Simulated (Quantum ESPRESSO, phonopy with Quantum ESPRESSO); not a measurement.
## Grüneisen parameters and expansion of KBr (Fm-3m)

Aim: how the vibrations of KBr shift with volume, and the expansion that follows.

Experimental results on record:
- volume expansion coefficient 116.1 1e-6/K and heat capacity C_P per formula unit 52.3 J/mol/K near room temperature (given in “High-Throughput Prediction of Finite-Temperature Properties using the Quasi-Harmonic Approximation”, 2016, arXiv:1603.06924)
- volume expansion coefficient 117.6 1e-6/K near room temperature (given in “Descriptors for thermal expansion in solids”, 2017, arXiv:1701.03966)

Program: Quantum ESPRESSO 7.5. Level of theory: DFT LDA, scalar-relativistic, plane waves, GBRV ultrasoft pseudopotentials. Results are calculated unless marked as measured.

This is a report of a sequence of runs, with most program output left out.

## Step 1: The structure

Symmetry: Fm-3m, No. 225, cubic system. The conventional cell has a = 6.600 Å, b = 6.600 Å, c = 6.600 Å, α = 90.00°, β = 90.00°, γ = 90.00°. K has 6 Br at 3.30 Å nearest. Br has 6 K at 3.30 Å nearest. Farther neighbours and most contacts between anions are not listed.

## Step 2: A first coarse run

A cheap single point shows whether the cell is a metal or an insulator and how far it is from rest; that sets the k-mesh and the occupations of what follows.

probe.in reads:

```
&CONTROL
  calculation = 'scf'
  prefix      = 'x'
  outdir      = './tmp'
  pseudo_dir  = './pseudo'
  tprnfor     = .true.
  tstress     = .true.
  verbosity   = 'high'
/
&SYSTEM
  ibrav       = 0
  nat         = 2
  ntyp        = 2
  ecutwfc     = 40.0
  ecutrho     = 240.0
  occupations = 'smearing'
  smearing    = 'gaussian'
  degauss     = 0.01
/
&ELECTRONS
  conv_thr         = 1.0d-07
  mixing_beta      = 0.7
  electron_maxstep = 100
/
ATOMIC_SPECIES
 K      39.0983  K.upf
 Br     79.9040  Br.upf
CELL_PARAMETERS angstrom
     0.000000000    3.300000000    3.300000000
     3.300000000    0.000000000    3.300000000
     3.300000000    3.300000000    0.000000000
ATOMIC_POSITIONS crystal
 K      0.000000000   0.000000000   0.000000000
 Br     0.500000000   0.500000000   0.500000000
K_POINTS automatic
 6 6 6 0 0 0
```

Launch:

```sh
$ OMP_NUM_THREADS=1 mpirun -n 4 pw.x -nk 4 -in probe.in > probe.out
```

Elapsed: 4.1 s, on 4 MPI ranks of Arm Neoverse V1, shared host; 16 s of CPU time.

Numbers from this step:

- volume per atom: 35.94 Å³
- pressure: -2.239 GPa
- gap on the k-mesh: 4.028 eV

The start is under -2.2 GPa at this level and looks like an insulator or semiconductor on this mesh.

## Step 3: Relaxation

The vibrations must be taken about the equilibrium of this functional, not about the starting cell, so the structure is relaxed.

relax.in reads:

```
&CONTROL
  calculation   = 'vc-relax'
  prefix        = 'x'
  outdir        = './tmp'
  pseudo_dir    = './pseudo'
  tprnfor       = .true.
  tstress       = .true.
  forc_conv_thr = 2.0d-05
  etot_conv_thr = 1.0d-07
  nstep         = 40
/
&SYSTEM
  ibrav       = 0
  nat         = 2
  ntyp        = 2
  ecutwfc     = 40.0
  ecutrho     = 240.0
  occupations = 'fixed'
  nbnd        = 10
/
&ELECTRONS
  conv_thr         = 1.0d-11
  mixing_beta      = 0.7
  electron_maxstep = 100
/
&IONS
/
&CELL
  press_conv_thr = 0.1
/
ATOMIC_SPECIES
 K      39.0983  K.upf
 Br     79.9040  Br.upf
CELL_PARAMETERS angstrom
     0.000000000    3.300000000    3.300000000
     3.300000000    0.000000000    3.300000000
     3.300000000    3.300000000    0.000000000
ATOMIC_POSITIONS crystal
 K      0.000000000   0.000000000   0.000000000
 Br     0.500000000   0.500000000   0.500000000
K_POINTS automatic
 6 6 6 0 0 0
```

Launch:

```sh
$ OMP_NUM_THREADS=1 mpirun -n 4 pw.x -nk 4 -in relax.in > relax.out
```

Run time: 33 s. Hardware: 4 MPI ranks.

Relaxation path:

| step | energy less that of the first step (eV) | largest force (eV/Å) | volume (Å³) |
| --- | --- | --- | --- |
| 1 | 0.0000 | 0.0000 | 71.87 |
| 2 | -0.0111 | 0.0000 | 71.05 |
| 3 | -0.0258 | 0.0000 | 69.84 |
| 4 | -0.0437 | 0.0000 | 68.03 |
| 5 | -0.0600 | 0.0000 | 65.39 |
| 6 | -0.0631 | 0.0000 | 63.52 |
| 7 | -0.0632 | 0.0000 | 63.71 |
| 8 | -0.0632 | 0.0000 | 63.71 |
| 9 | -0.0411 | 0.0000 | 63.71 |

| conventional cell, symmetrised | before | after | change |
| --- | --- | --- | --- |
| a (Å) | 6.600 | 6.340 | -3.9 % |
| b (Å) | 6.600 | 6.340 | -3.9 % |
| c (Å) | 6.600 | 6.340 | -3.9 % |
| volume (Å³/atom) | 35.94 | 31.85 | -11.4 % |

The relaxed structure:

```
K Br
1.0
     0.00000    3.16992    3.16992
     3.16992    0.00000    3.16992
     3.16992    3.16992    0.00000
K Br
1 1
Direct
  0.00000 0.00000 0.00000
  0.50000 0.50000 0.50000
```

This step gave:

| Property | Result |
| --- | --- |
| volume per atom | 31.85 Å³ |
| pressure | -0.3540 GPa |
| gap on the k-mesh | 4.363 eV |

After the last step pw.x solved the final cell once more on a basis chosen for it, which moves the energy without moving the atoms.

## Step 4: Ground state at this cell

A tight ground state at this cell gives the energy of this member; its pressure is the stress at this cutoff, which can carry an offset from the finite basis.

scf.in reads:

```
&CONTROL
  calculation = 'scf'
  prefix      = 'x'
  outdir      = './tmp'
  pseudo_dir  = './pseudo'
  tprnfor     = .true.
  tstress     = .true.
/
&SYSTEM
  ibrav       = 0
  nat         = 2
  ntyp        = 2
  ecutwfc     = 40.0
  ecutrho     = 240.0
  occupations = 'fixed'
  nbnd        = 10
/
&ELECTRONS
  conv_thr         = 1.0d-12
  mixing_beta      = 0.7
  electron_maxstep = 100
/
ATOMIC_SPECIES
 K      39.0983  K.upf
 Br     79.9040  Br.upf
CELL_PARAMETERS angstrom
     0.000000000    3.169916673    3.169916673
     3.169916673    0.000000000    3.169916673
     3.169916673    3.169916673    0.000000000
ATOMIC_POSITIONS crystal
 K      0.000000000   0.000000000   0.000000000
 Br     0.500000000   0.500000000   0.500000000
K_POINTS automatic
 6 6 6 0 0 0
```

Launch:

```sh
$ OMP_NUM_THREADS=1 mpirun -n 4 pw.x -nk 4 -in scf.in > scf.out
```

Elapsed: 5.2 s, on 4 MPI ranks.

On a basis chosen for the relaxed cell the pressure is -0.35 GPa; this rest, from the change of basis and mesh, shifts the reference volume slightly, and the fit over volumes finds the true minimum.

## Step 5: Zone-centre response

In a polar crystal the Born charges and ε∞ give the long-range dipole term that a finite supercell misses. They are those of this k-mesh and were not tested on a denser one; where the gap is small they converge slowly, and the LO modes with them.

ph.in reads:

```
phonons
&INPUTPH
  prefix = 'x'
  outdir = './tmp'
  fildyn = 'x.dyn'
  tr2_ph = 1.0d-18
  epsil  = .true.
/
0.000000000 0.000000000 0.000000000
```

scf.in is that of step 4.

Launch:

```sh
$ OMP_NUM_THREADS=1 mpirun -n 4 ph.x -nk 4 -in ph.in > ph.out
```

Wall time 68 s (4 MPI ranks); 4.5 min of CPU time.

Numbers from this step:

```yaml
gamma_frequencies: -5.58, -5.58, -5.58, 134.5, 134.5, 134.5 cm⁻¹ (negative: imaginary)
gamma_symmetry: T_1u G_15 G_4- I, T_1u G_15 G_4- I, T_1u G_15 G_4- I, T_1u G_15 G_4- I, T_1u G_15 G_4- I, T_1u G_15 G_4- I
```

ε∞:

```
2.78 0.00 0.00
0.00 2.78 0.00
0.00 0.00 2.78
```

Born charge (rows field, columns displacement), before the sum rule (e), principal values of the symmetric part by kind of site:

| atom | atoms with these values | low | middle | high | mean |
| --- | --- | --- | --- | --- | --- |
| K1 | 1 | 1.09 | 1.09 | 1.09 | 1.09 |
| Br2 | 1 | -1.10 | -1.10 | -1.10 | -1.10 |

In full for K1:

```
1.09 0.00 0.00
0.00 1.09 0.00
0.00 0.00 1.09
```

The Born charges sum to zero within 0.012 e; the rest is removed before use. Acoustic frequencies in this log differ from zero by the error of the sum rule, which ph.x does not impose.

## Step 6: A displaced supercell

One atom (for the harmonic constants) or a pair of atoms (for the cubic ones) is moved by a few hundredths of an ångström; the forces on all atoms give a column of force constants. The threshold is tight because the forces are small.

System of this step: KBr. The structure is orthorhombic, space group Imm2 (No. 44). Conventional cell: a = 8.966 Å, b = 12.680 Å, c = 8.966 Å, α = 90.00°, β = 90.00°, γ = 90.00°. Nearest to K lie 6 Br at 3.17 Å. K has 6 Br at 3.17 Å nearest. Nearest to K lie 6 Br at 3.17 to 3.18 Å. Nearest to K lie 6 Br at 3.16 to 3.17 Å. Br has 6 K at 3.16 to 3.18 Å nearest. Nearest to Br lie 6 K at 3.17 Å. Farther neighbours and most contacts between anions are not listed.

disp-00002.in reads:

```
&CONTROL
  calculation = 'scf'
  prefix      = 'x'
  outdir      = './tmp'
  pseudo_dir  = './pseudo'
  tprnfor     = .true.
  disk_io     = 'none'
/
&SYSTEM
  ibrav       = 0
  nat         = 16
  ntyp        = 2
  ecutwfc     = 40.0
  ecutrho     = 240.0
  occupations = 'fixed'
  nbnd        = 66
/
&ELECTRONS
  conv_thr         = 1.0d-11
  mixing_beta      = 0.7
  electron_maxstep = 100
/
ATOMIC_SPECIES
 K      39.0983  K.upf
 Br     79.9040  Br.upf
CELL_PARAMETERS angstrom
     0.000000000    6.339833346    6.339833346
     6.339833346    0.000000000    6.339833346
     6.339833346    6.339833346    0.000000000
ATOMIC_POSITIONS crystal
 K      0.000000000   0.000000000   0.000000000
 K      0.500000000   0.000000000   0.000000000
 K      0.000000000   0.500000000   0.000000000
 K      0.500000000   0.500000000   0.000000000
 K      0.000000000   0.000000000   0.500000000
 K      0.500000000   0.000000000   0.500000000
 K      0.000000000   0.500000000   0.500000000
 K      0.500000000   0.500000000   0.500000000
 Br     0.252230679   0.250000000   0.250000000
 Br     0.750000000   0.250000000   0.250000000
 Br     0.250000000   0.750000000   0.250000000
 Br     0.750000000   0.750000000   0.250000000
 Br     0.250000000   0.250000000   0.750000000
 Br     0.750000000   0.250000000   0.750000000
 Br     0.250000000   0.750000000   0.750000000
 Br     0.750000000   0.750000000   0.750000000
K_POINTS automatic
 3 3 3 0 0 0
```

Launch:

```sh
$ OMP_NUM_THREADS=1 mpirun -n 2 pw.x -nk 2 -in disp-00002.in > disp-00002.out
```

Elapsed: 6.6 min, on 2 MPI ranks; 13 min of CPU time.

At this level the gap is 4.36 eV on the k-mesh of the self-consistent run, which can miss the band edges.

## Step 7: A displaced supercell

disp-00001.in, as its differences from disp-00002.in of step 6:

```diff
@@ -30,3 +30,3 @@
 ATOMIC_POSITIONS crystal
- K      0.000000000   0.000000000   0.000000000
+ K      0.002230679   0.000000000   0.000000000
  K      0.500000000   0.000000000   0.000000000
@@ -38,3 +38,3 @@
  K      0.500000000   0.500000000   0.500000000
- Br     0.252230679   0.250000000   0.250000000
+ Br     0.250000000   0.250000000   0.250000000
  Br     0.750000000   0.250000000   0.250000000
```

Launch:

```sh
$ OMP_NUM_THREADS=1 mpirun -n 2 pw.x -nk 2 -in disp-00001.in > disp-00001.out
```

The job ended after 7.8 min (2 MPI ranks).

## Step 8: Lattice dynamics at this volume, V/V0 1

This step: DFT LDA, scalar-relativistic, plane waves, GBRV ultrasoft pseudopotentials (phonopy with Quantum ESPRESSO 4.10.0 / 7.5).

Run time: 7.8 min. Hardware: 4 threads.

Numbers from this step:

```
point group                              : m-3m
highest frequency                        : 175.4 cm⁻¹
Debye temperature from the second moment : 202 K
lowest frequency on the path             : 0 cm⁻¹
zero-point energy                        : 0.03782 eV/cell
Γ frequencies                            : 0, 0, 0, 134.7, 134.7, 134.7 cm⁻¹ (negative: imaginary)
```

Phonopy, LO-TO term from ph.x's tensors. The phonon branches at the labelled points (cm⁻¹):

| point | branch 1 | branch 2 | branch 3 | branch 4 | branch 5 | branch 6 |
| --- | --- | --- | --- | --- | --- | --- |
| Γ | 0 | 0 | 0 | 135 | 135 | 175 |
| halfway | 32 | 32 | 91 | 139 | 139 | 145 |
| X | 38 | 38 | 69 | 140 | 140 | 147 |
| halfway | 44 | 50 | 67 | 137 | 140 | 147 |
| U | 58 | 63 | 73 | 130 | 140 | 146 |
| jump to K | 58 | 63 | 73 | 130 | 140 | 146 |
| halfway | 38 | 71 | 81 | 116 | 141 | 158 |
| Γ | 0 | 0 | 0 | 135 | 135 | 175 |
| halfway | 53 | 53 | 66 | 127 | 127 | 169 |
| L | 82 | 82 | 100 | 114 | 114 | 158 |
| halfway | 69 | 69 | 89 | 121 | 133 | 150 |
| W | 56 | 56 | 84 | 123 | 145 | 145 |
| halfway | 45 | 62 | 66 | 134 | 142 | 147 |
| X | 38 | 38 | 69 | 140 | 140 | 147 |

Harmonic. Thermo, by row:

| T (K) | F_vib (meV/atom) | S (J/mol-atom/K) | C_V (J/mol-atom/K) |
| --- | --- | --- | --- |
| 0 | 18.91 | 0 | 0 |
| 50 | 17.5 | 8.11 | 13.18 |
| 100 | 10.06 | 20.07 | 20.6 |
| 150 | -2.75 | 28.92 | 22.83 |
| 200 | -19.54 | 35.62 | 23.71 |
| 250 | -39.44 | 40.97 | 24.14 |
| 300 | -61.85 | 45.39 | 24.38 |
| 350 | -86.37 | 49.16 | 24.53 |
| 400 | -112.7 | 52.44 | 24.62 |
| 450 | -140.7 | 55.35 | 24.69 |
| 500 | -170 | 57.95 | 24.73 |
| 550 | -200.7 | 60.31 | 24.77 |
| 600 | -232.5 | 62.47 | 24.8 |
| 650 | -265.4 | 64.45 | 24.82 |
| 700 | -299.3 | 66.29 | 24.83 |
| 750 | -334.1 | 68.01 | 24.85 |
| 800 | -369.7 | 69.61 | 24.86 |
| 850 | -406.2 | 71.12 | 24.87 |
| 900 | -443.4 | 72.54 | 24.88 |
| 950 | -481.4 | 73.89 | 24.88 |
| 1000 | -520 | 75.16 | 24.89 |

The modes has structure finer than the step of the table below, so its rows give means over 10 cm⁻¹, whole bins alone (the curve runs from -10 to 190 cm⁻¹). Peaks (cm⁻¹: height): Br 79.4: 0.0570, 90.7: 0.0514, 138.6: 0.0249; K 56.7: 0.0127, 139.8: 0.0736, 146.1: 0.0722.

Phonopy on the run's constants, 15x15x15 mesh, Gaussian sigma 2.0 cm⁻¹. Modes against wavenumber; means over each step; values in 1/cm⁻¹/cell:

| wavenumber (cm⁻¹) | Br | K |
| --- | --- | --- |
| 0 | 6.1e-5 | 3.1e-5 |
| 10 | 5.5e-4 | 2.6e-4 |
| 20 | 0.00238 | 0.00111 |
| 30 | 0.00709 | 0.00311 |
| 40 | 0.0217 | 0.00880 |
| 50 | 0.0310 | 0.0114 |
| 60 | 0.0383 | 0.0120 |
| 70 | 0.0450 | 0.0102 |
| 80 | 0.0488 | 0.00561 |
| 90 | 0.0441 | 0.00371 |
| 100 | 0.00456 | 2.4e-4 |
| 110 | 5.6e-4 | 0.00790 |
| 120 | 0.00752 | 0.0448 |
| 130 | 0.0147 | 0.0500 |
| 140 | 0.0208 | 0.0665 |
| 150 | 0.00803 | 0.0500 |
| 160 | 0.00299 | 0.0191 |
| 170 | 0.00181 | 0.00513 |
| 180 | 9.6e-5 | 2.1e-4 |

No LO-TO term. Modes at Γ, with each element's share of the kinetic energy:

| mode | frequency (cm⁻¹) | symmetry | K % | Br % |
| --- | --- | --- | --- | --- |
| 1 | 0.0 | T1u | 33 | 67 |
| 2 | 0.0 | T1u | 33 | 67 |
| 3 | 0.0 | T1u | 33 | 67 |
| 4 | 134.7 | T1u | 67 | 33 |
| 5 | 134.7 | T1u | 67 | 33 |
| 6 | 134.7 | T1u | 67 | 33 |

Displacements in mode 6 (134.7 cm⁻¹), the largest set to 1:
```
K1   0.00  1.00  0.93
Br2  0.00 -0.49 -0.46
```

No mode is imaginary beyond numerical noise along the path.

The time given is that of the 2 pw.x runs on displaced cells behind this step.

The supercell is 7.3 Å across at its narrowest and was not tested against a larger one: only its own wavevectors are exact, and acoustic branches between them, with the entropy at low temperature, can be off.

## Step 9: Self-consistent run, V/V0 1.02

This step: DFT LDA, scalar-relativistic, plane waves, GBRV ultrasoft pseudopotentials (Quantum ESPRESSO 7.5).

System of this step: KBr. The structure is cubic, space group Fm-3m (No. 225). Conventional cell: a = 6.382 Å, b = 6.382 Å, c = 6.382 Å, α = 90.00°, β = 90.00°, γ = 90.00°. K has 6 Br at 3.19 Å nearest. Br has 6 K at 3.19 Å nearest. Farther neighbours and most contacts between anions are not listed.

Changes to scf.in since step 5:

```diff
@@ -26,5 +26,5 @@
 CELL_PARAMETERS angstrom
-     0.000000000    3.169916673    3.169916673
-     3.169916673    0.000000000    3.169916673
-     3.169916673    3.169916673    0.000000000
+     0.000000000    3.190910110    3.190910110
+     3.190910110    0.000000000    3.190910110
+     3.190910110    3.190910110    0.000000000
 ATOMIC_POSITIONS crystal
```

Launch:

```sh
$ OMP_NUM_THREADS=1 mpirun -n 4 pw.x -nk 4 -in scf.in > scf.out
```

The job ended after 5.6 s (4 MPI ranks; 22 s of CPU time).

At this level the gap is 4.30 eV on the k-mesh of the self-consistent run, which can miss the band edges.

## Step 10: Born charges and dielectric tensor

ph.in is that of step 5.

scf.in is that of step 9.

Launch:

```sh
$ OMP_NUM_THREADS=1 mpirun -n 4 ph.x -nk 4 -in ph.in > ph.out
```

The job ended after 69 s (4 MPI ranks; 4.6 min of CPU time).

ε∞:

```
2.75 0.00 0.00
0.00 2.75 0.00
0.00 0.00 2.75
```

The Born charges sum to zero within 0.012 e; the rest is removed before use. Acoustic frequencies in this log differ from zero by the error of the sum rule, which ph.x does not impose.

## Step 11: Forces on a displaced cell

System of this step: KBr. It takes space group Imm2 (No. 44, orthorhombic). Conventional cell: a = 9.025 Å, b = 12.764 Å, c = 9.025 Å, α = 90.00°, β = 90.00°, γ = 90.00°. Nearest to K lie 6 Br at 3.18 to 3.21 Å. K has 6 Br at 3.19 Å nearest. Nearest to K lie 6 Br at 3.19 Å. Nearest to Br lie 6 K at 3.19 Å. Farther neighbours and most contacts between anions are not listed.

Changes to disp-00001.in since step 7:

```diff
@@ -26,7 +26,7 @@
 CELL_PARAMETERS angstrom
-     0.000000000    6.339833346    6.339833346
-     6.339833346    0.000000000    6.339833346
-     6.339833346    6.339833346    0.000000000
+     0.000000000    6.381820221    6.381820221
+     6.381820221    0.000000000    6.381820221
+     6.381820221    6.381820221    0.000000000
 ATOMIC_POSITIONS crystal
- K      0.002230679   0.000000000   0.000000000
+ K      0.002216003   0.000000000   0.000000000
  K      0.500000000   0.000000000   0.000000000
```

Launch:

```sh
$ OMP_NUM_THREADS=1 mpirun -n 2 pw.x -nk 2 -in disp-00001.in > disp-00001.out
```

It took 6.5 min on 2 MPI ranks; 13 min of CPU time.

## Step 12: Phonons, V/V0 1.02

This step: DFT LDA, scalar-relativistic, plane waves, GBRV ultrasoft pseudopotentials (phonopy with Quantum ESPRESSO 4.10.0 / 7.5).

Wall time 6.9 min (4 threads); 27 min of CPU time.

No mode is imaginary beyond numerical noise along the path. The highest zone-centre mode (no LO–TO term) moved by -4.4 % for a volume change of +2.0 %.

The time given is that of the 2 pw.x runs on displaced cells behind this step.

## Step 13: Ground state at this cell, V/V0 0.98

This step: DFT LDA, scalar-relativistic, plane waves, GBRV ultrasoft pseudopotentials (Quantum ESPRESSO 7.5).

System of this step: KBr. Symmetry: Fm-3m, No. 225, cubic system. Conventional cell: a = 6.297 Å, b = 6.297 Å, c = 6.297 Å, α = 90.00°, β = 90.00°, γ = 90.00°. Nearest to K lie 6 Br at 3.15 Å. Nearest to Br lie 6 K at 3.15 Å. Farther neighbours and most contacts between anions are not listed.

Changes to scf.in since step 10:

```diff
@@ -26,5 +26,5 @@
 CELL_PARAMETERS angstrom
-     0.000000000    3.190910110    3.190910110
-     3.190910110    0.000000000    3.190910110
-     3.190910110    3.190910110    0.000000000
+     0.000000000    3.148641423    3.148641423
+     3.148641423    0.000000000    3.148641423
+     3.148641423    3.148641423    0.000000000
 ATOMIC_POSITIONS crystal
```

Launch:

```sh
$ OMP_NUM_THREADS=1 mpirun -n 4 pw.x -nk 4 -in scf.in > scf.out
```

It took 6.4 s on 4 MPI ranks.

The run ends at a pressure of 0.10 GPa.

## Step 14: Born charges and dielectric tensor

ph.in is that of step 10.

scf.in is that of step 13.

Launch:

```sh
$ OMP_NUM_THREADS=1 mpirun -n 4 ph.x -nk 4 -in ph.in > ph.out
```

The job ended after 70 s (4 MPI ranks).

ε∞:

```
2.81 0.00 0.00
0.00 2.81 0.00
0.00 0.00 2.81
```

The Born charges sum to zero within 0.013 e; the rest is removed before use. Acoustic frequencies in this log differ from zero by the error of the sum rule, which ph.x does not impose.

## Step 15: Forces on a displaced cell

System of this step: KBr. Symmetry: Imm2, No. 44, orthorhombic system. The conventional cell has a = 8.906 Å, b = 12.595 Å, c = 8.906 Å, α = 90.00°, β = 90.00°, γ = 90.00°. Nearest to K lie 6 Br at 3.13 to 3.16 Å. Nearest to K lie 6 Br at 3.15 Å. K has 6 Br at 3.15 Å nearest. Nearest to Br lie 6 K at 3.15 Å. Farther neighbours and most contacts between anions are not listed.

Changes to disp-00001.in since step 11:

```diff
@@ -26,7 +26,7 @@
 CELL_PARAMETERS angstrom
-     0.000000000    6.381820221    6.381820221
-     6.381820221    0.000000000    6.381820221
-     6.381820221    6.381820221    0.000000000
+     0.000000000    6.297282847    6.297282847
+     6.297282847    0.000000000    6.297282847
+     6.297282847    6.297282847    0.000000000
 ATOMIC_POSITIONS crystal
- K      0.002216003   0.000000000   0.000000000
+ K      0.002245752   0.000000000   0.000000000
  K      0.500000000   0.000000000   0.000000000
```

Launch:

```sh
$ OMP_NUM_THREADS=1 mpirun -n 2 pw.x -nk 2 -in disp-00001.in > disp-00001.out
```

The job ended after 6.2 min (2 MPI ranks; 12 min of CPU time).

[end of part 1 of 2]

[Logs are printed without paths, hosts, clocks, repeated set-up lines and the standing remarks that a program may print on its own settings, such as how far it seeks lower states.]

[Hosts, paths, dates, database ids (printed as entryN), source tags and the programs' standing remarks are cut or masked in the printed files.]

[A step with changed settings may run another functional than the one named; its input shows which.]

[Of the runs on displaced cells, only some may be shown.]
